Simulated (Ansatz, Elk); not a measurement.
**How far do independent atoms describe AgS2?**

The structure of AgS2 used here is made up (a known structure type with other elements) and was relaxed beforehand with PBE. The aim is the Fourier transform of its all-electron density, F(hkl), set beside the sum over free spherical atoms that refinements use.

Program: Elk 11.2.3 (patched build). Level of theory: DFT, PBE, all-electron APW+lo, Dirac cores, scalar-relativistic bands, static density, no spin. Results are calculated unless marked as measured.

This account leaves out most program logs.

The structure was built from a prototype and need not be the compound's stable phase.

### Step 1. Set-up

It takes space group Pnnm (No. 58, orthorhombic). The conventional cell has a = 4.979 Å, b = 6.277 Å, c = 3.969 Å, α = 90.00°, β = 90.00°, γ = 90.00°. Ag has 6 S at 2.67 Å nearest. Nearest to S lie 1 S at 2.02 Å and 3 Ag at 2.67 Å. Farther neighbours and most contacts between anions are not listed.

### Step 2. Ground state and structure factors

An all-electron density is needed, since X-rays see the cores too. Task 0 finds the density and task 195 Fourier-transforms it; tshift is off so that phases refer to the origin typed.

Contents of elk.in:

```
tasks
  0
  195

xctype
  20

spinpol
  .false.

rgkmax
  7.0

gmaxvr
  14.0

lmaxo
  7

lmaxapw
  8

swidth
  0.002

tshift
  .false.

ramdisk
  .false.

hmaxvr
  5.5

maxscl
  120

epspot
  1e-06

sppath
  './'

avec
  9.40871964746 0.00000000000 0.00000000000
  0.00000000000 11.86103662422 0.00000000000
  0.00000000000 0.00000000000 7.49946145960

atoms
  2
  'Ag.in'
  2
  0.0000000000 0.0000000000 0.0000000000   0.000000 0.000000 0.000000
  0.5000000000 0.5000000000 0.5000000000   0.000000 0.000000 0.000000
  'S.in'
  4
  0.6635676446 0.0957119604 0.5000000000   0.000000 0.000000 0.000000
  0.8364323554 0.5957119604 0.0000000000   0.000000 0.000000 0.000000
  0.1635676446 0.4042880396 0.0000000000   0.000000 0.000000 0.000000
  0.3364323554 0.9042880396 0.5000000000   0.000000 0.000000 0.000000

ngridk
  5 4 6
```

Launch:

```bash
$ OMP_NUM_THREADS=4 elk
```

Run time: 57 s. Hardware: 4 threads of Arm Neoverse V1, shared host; peak memory 0.21 GiB; 2.8 min of CPU time.

SFACRHO.OUT:

```text

h k l indices transformed by vhmat matrix:
   1.000000000       0.000000000       0.000000000    
   0.000000000       1.000000000       0.000000000    
   0.000000000       0.000000000       1.000000000    

      h      k      l  multipl.   |H|            Re(F)            Im(F)           |F|

      0      0      0      1   0.0000000       158.00000     -0.41242442E-16   158.00000    
      0      1      0      2  0.52973324      0.14518225E-14  0.79850235E-14  0.81159342E-14
     -1      0      0      2  0.66780450      0.21777337E-14 -0.15970047E-13  0.16117845E-13
      0      0     -1      2  0.83781820       0.0000000     -0.81301363E-14  0.81301363E-14
     -1      1      0      2  0.85239671       61.928256     -0.10888668E-13   61.928256    
      1      1      0      2  0.85239671       61.928256     -0.15970047E-13   61.928256    
      0     -1     -1      4  0.99123995       40.327562      0.94368459E-14   40.327562    
      0     -2      0      2   1.0594665       98.786215      0.10162757E-13   98.786215    
      1      0      1      4   1.0714020       106.20486     -0.10162757E-13   106.20486    
     -1     -1      1      4   1.1952069      -22.681826      0.43554674E-14   22.681826    
      1     -1     -1      4   1.1952069       22.681826     -0.21777337E-14   22.681826    
     -1      2      0      2   1.2523706      -36.843764     -0.78035457E-14   36.843764    
      1      2      0      2   1.2523706       36.843764      0.15970047E-13   36.843764    
     -2      0      0      2   1.3356090       54.883308      0.11614580E-13   54.883308    
      0      2     -1      4   1.3507067     -0.11614580E-13  0.14518225E-14  0.11704967E-13
     -2      1      0      2   1.4368259       21.805894     -0.72591123E-14   21.805894    
     -2     -1      0      2   1.4368259      -21.805894     -0.14518225E-13   21.805894    
      1     -2      1      4   1.5067752       80.383169     -0.21414381E-13   80.383169
```

Elk indexes on the primitive cell of elk.in and gives |H| = 4π sin θ/λ in inverse bohr. Below, one row stands for each form hkl of the conventional cell (m members, Friedel mates merged), F is for one primitive cell and the density is static (no thermal factor). Free-atom factors are Waasmaier and Kirfel's, and R is Σm||F|−|F'||/Σm|F|.

| hkl | m | sin θ/λ (Å⁻¹) | abs F, DFT | neutral atoms | diff. |
| --- | --- | --- | --- | --- | --- |
| 010 | 2 | 0.080 | 0.000 | 0.000 | +0.000 |
| 100 | 2 | 0.100 | 0.000 | 0.000 | +0.000 |
| 001 | 2 | 0.126 | 0.000 | 0.000 | +0.000 |
| 110 | 4 | 0.128 | 61.928 | 62.212 | -0.284 |
| 011 | 4 | 0.149 | 40.328 | 40.831 | -0.503 |
| 020 | 2 | 0.159 | 98.786 | 98.897 | -0.111 |
| 101 | 4 | 0.161 | 106.205 | 106.285 | -0.080 |
| 111 | 8 | 0.180 | 22.682 | 22.621 | +0.061 |
| 120 | 4 | 0.188 | 36.844 | 36.519 | +0.325 |
| 200 | 2 | 0.201 | 54.883 | 55.546 | -0.662 |
| 021 | 4 | 0.203 | 0.000 | 0.000 | +0.000 |
| 210 | 4 | 0.216 | 21.806 | 21.417 | +0.389 |
| 121 | 8 | 0.227 | 80.383 | 80.888 | -0.505 |
| 201 | 4 | 0.237 | 0.000 | 0.000 | +0.000 |
| 030 | 2 | 0.239 | 0.000 | 0.000 | +0.000 |
| 211 | 8 | 0.250 | 85.427 | 85.616 | -0.189 |
| 002 | 2 | 0.252 | 109.192 | 109.699 | -0.507 |
| 220 | 4 | 0.256 | 62.568 | 63.075 | -0.508 |

### Step 3. The highest occupied states alone

An energy window below the Fermi level keeps the highest occupied states, to see at which angles they scatter; shallow core shells can lie inside it and anion s states outside. No new self-consistency is needed.

elk.in, as its differences from that of step 2:

```diff
@@ -1,3 +1,2 @@
 tasks
-  0
   195
@@ -40,2 +39,5 @@
 
+wsfac
+  -0.369080 0.482160
+
 sppath
```

Launch:

```bash
$ OMP_NUM_THREADS=4 elk
```

It took 16 s on 4 threads; peak memory 0.16 GiB; 19 s of CPU time.

States within 15 eV below the Fermi level hold 42.05 electrons; any levels below the window count with the cores. Their amplitudes can exceed the total, where window and core parts have opposite phase:

| hkl | sin θ/λ (Å⁻¹) | abs F, window | abs F, all |
| --- | --- | --- | --- |
| 010 | 0.080 | 0.000 | 0.000 |
| 100 | 0.100 | 0.000 | 0.000 |
| 001 | 0.126 | 0.000 | 0.000 |
| 110 | 0.128 | 11.184 | 61.928 |
| 011 | 0.149 | 6.021 | 40.328 |
| 020 | 0.159 | 15.419 | 98.786 |
| 101 | 0.161 | 16.744 | 106.205 |
| 111 | 0.180 | 3.768 | 22.682 |
| 120 | 0.188 | 5.803 | 36.844 |
| 200 | 0.201 | 6.140 | 54.883 |

### Step 4. Another functional

The difference from free atoms is small, so it is set against the change that LDA (Perdew-Wang) makes.

elk.in, as its differences from that of step 3:

```diff
@@ -1,2 +1,3 @@
 tasks
+  0
   195
@@ -4,3 +5,3 @@
 xctype
-  20
+  3
 
@@ -39,5 +40,2 @@
 
-wsfac
-  -0.369080 0.482160
-
 sppath
```

Launch:

```bash
$ OMP_NUM_THREADS=4 elk
```

The job ended after 38 s (4 threads; peak memory 0.17 GiB; 2 min of CPU time).

Against the first run R = 0.05 %; the largest change is -0.069 at 130.

### Step 5. Basis size

A smaller basis shows how fast F responds to it; the change is likely larger than the basis error of the first run, but doesn't show convergence.

elk.in, as its differences from that of step 4:

```diff
@@ -5,3 +5,3 @@
 xctype
-  3
+  20
 
@@ -11,3 +11,3 @@
 rgkmax
-  7.0
+  5.5
```

Launch:

```bash
$ OMP_NUM_THREADS=4 elk
```

Wall time 38 s (4 threads); peak memory 0.19 GiB; 1.7 min of CPU time.

Against the first run R = 0.06 %; the largest change is -0.083 at 002.

### Step 6. Settings against the effect

```csv
run,R against the first run (%),"R against neutral atoms, low angle (%)",wall time
"PBE, rgkmax 7",0.00,0.42,57 s
LDA (Perdew-Wang),0.05,0.45,38 s
rgkmax 5.5,0.06,0.42,38 s
```

### Step 7. Outcome

```json
{
 "R against neutral atoms, sin θ/λ < 0.3 Å⁻¹": "0.42 %",
 "R against neutral atoms, 0.3 to 0.58 Å⁻¹": "0.30 %"
}
```

What this shows: Independent neutral atoms miss the calculated amplitudes by R = 0.42 % below 0.3 Å⁻¹ and 0.30 % from there to 0.58 Å⁻¹; by shells, 0.77 % below 0.15 Å⁻¹ (2 forms), 0.39 % 0.15 to 0.3 (16 forms), 0.35 % 0.3 to 0.45 (39 forms), 0.27 % above 0.45 (65 forms). Bonding, aspherical density and the tables' own atoms all enter these figures, and the runs don't part them. The largest change of an amplitude is -0.66 electrons, at 200. The window's part falls from 42.1 electrons at the origin to at most 0.66 between 0.45 and 0.58 Å⁻¹. Below 0.3 Å⁻¹ the changes that finished (LDA (Perdew-Wang) and rgkmax 5.5) move F by R = 0.07 % at most, against the 0.42 % that separates it from free atoms. The k-mesh has no finished test. These runs have no spin, though d or f shells may be open. Part of the difference isn't bonding: the tables are fits to free atoms and ions calculated by other methods than this functional. Thermal motion, anomalous dispersion and extinction are left out.

[Logs are printed without paths, hosts, clocks, repeated set-up lines and the standing remarks that a program may print on its own settings, such as how far it seeks lower states.]

[Hosts, paths, dates, database ids (printed as entryN), source tags and the programs' standing remarks are cut or masked in the printed files.]
